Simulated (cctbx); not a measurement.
# Resonant diffraction in LaBi3S6O2

Space group Amm2 (no. 38), a = 4.3430 Å, b = 8.6910 Å, c = 13.1720 Å, α = 90.00°, β = 90.00°, γ = 90.00°.

```
atom  mult.    x       y       z  Ueq (Å²)
 Bi1      4    0  0.7354  0.0537    0.0103
 Bi2      2  1/2     1/2  0.2865    0.0093
 La1      2  1/2     1/2  0.8014    0.0118
  S1      4    0  0.2755  0.8656    0.0176
  S2      4  1/2  0.2631  0.1817    0.0194
  S3      2    0     1/2  0.1978    0.0204
  S4      2    0     1/2  0.6390    0.0159
  O1      2  1/2     1/2  0.0037    0.0231
  O2      2  1/2     1/2  0.4647    0.0256
```

The model was made for the exercise: a known structure type with other elements put in, its volume estimated, not relaxed; displacement parameters are assumed.

Calculated with cctbx: free-atom f′ and f″ from the Sasaki tables, no fine structure; amplitudes in electrons.

How do |F(hkl)| and |F(−h−k−l)| change across the Bi L3 edge?

```text
E (eV)    f'(Bi)   f''           |F|1 1 1        |F|1 2 2        |F|0 0 4        |F|0 1 3
  12819   -9.16   4.26       39.8/  41.0    105.6/ 104.4    381.4/ 379.5     52.8/  50.9
  13169  -10.85   4.08       36.5/  37.7    105.9/ 104.9    371.7/ 369.7     50.3/  48.5
  13299  -12.22   4.01       33.8/  35.0    106.3/ 105.3    363.8/ 361.8     48.4/  46.7
  13359  -13.55   3.98       31.2/  32.4    106.7/ 105.8    356.2/ 354.2     46.5/  45.0
  13389  -14.88   3.97       28.6/  29.8    107.3/ 106.3    348.7/ 346.5     44.8/  43.3
  13404  -16.20   3.96       26.0/  27.2    107.9/ 106.9    341.2/ 338.9     43.1/  41.8
  13411  -17.37   3.96       23.7/  24.8    108.4/ 107.5    334.5/ 332.1     41.7/  40.5
  13415  -18.64   3.96       21.2/  22.4    109.1/ 108.2    327.3/ 324.8     40.3/  39.1
  13423  -19.10  10.11       24.1/  24.5     97.8/ 120.1    332.8/ 324.1     30.9/  49.1
  13427  -17.59  10.11       26.7/  27.1     96.9/ 119.3    341.2/ 332.8     33.0/  50.3
  13434  -16.30  10.10       28.9/  29.4     96.2/ 118.7    348.3/ 340.2     34.9/  51.4
  13449  -14.89  10.08       31.4/  31.9     95.5/ 118.1    356.1/ 348.2     37.1/  52.8
  13479  -13.50  10.04       33.9/  34.5     94.9/ 117.6    363.8/ 356.2     39.3/  54.2
  13569  -11.67   9.93       37.2/  37.9     94.3/ 116.9    373.9/ 366.6     42.3/  56.1
  13819   -9.76   9.63       40.7/  41.4     94.0/ 116.0    384.2/ 377.4     45.6/  58.1
```

The edge is at 13419 eV. f′ of Bi falls from -12.2 e at 13299 eV to -18.6 e at 4 eV below it, and f″ steps from 3.96 to 10.11 e across it. Over that approach |F| changes by -37 % (1 1 1), +3 % (1 2 2), -10 % (0 0 4) and -17 % (0 1 3): a reflection falls where Bi scatters in phase with the total and rises where it scatters against it; it hardly moves where the Bi term is small or cancels by symmetry or lies in quadrature to the total. The f″ term interferes with the normal scattering with opposite sign for the two Friedel mates. The largest Friedel difference in the scan is 45.5 % of the mean (0 1 3, at 13423 eV).

[Logs are printed without paths, hosts, clocks, repeated set-up lines and the standing remarks that a program may print on its own settings, such as how far it seeks lower states.]
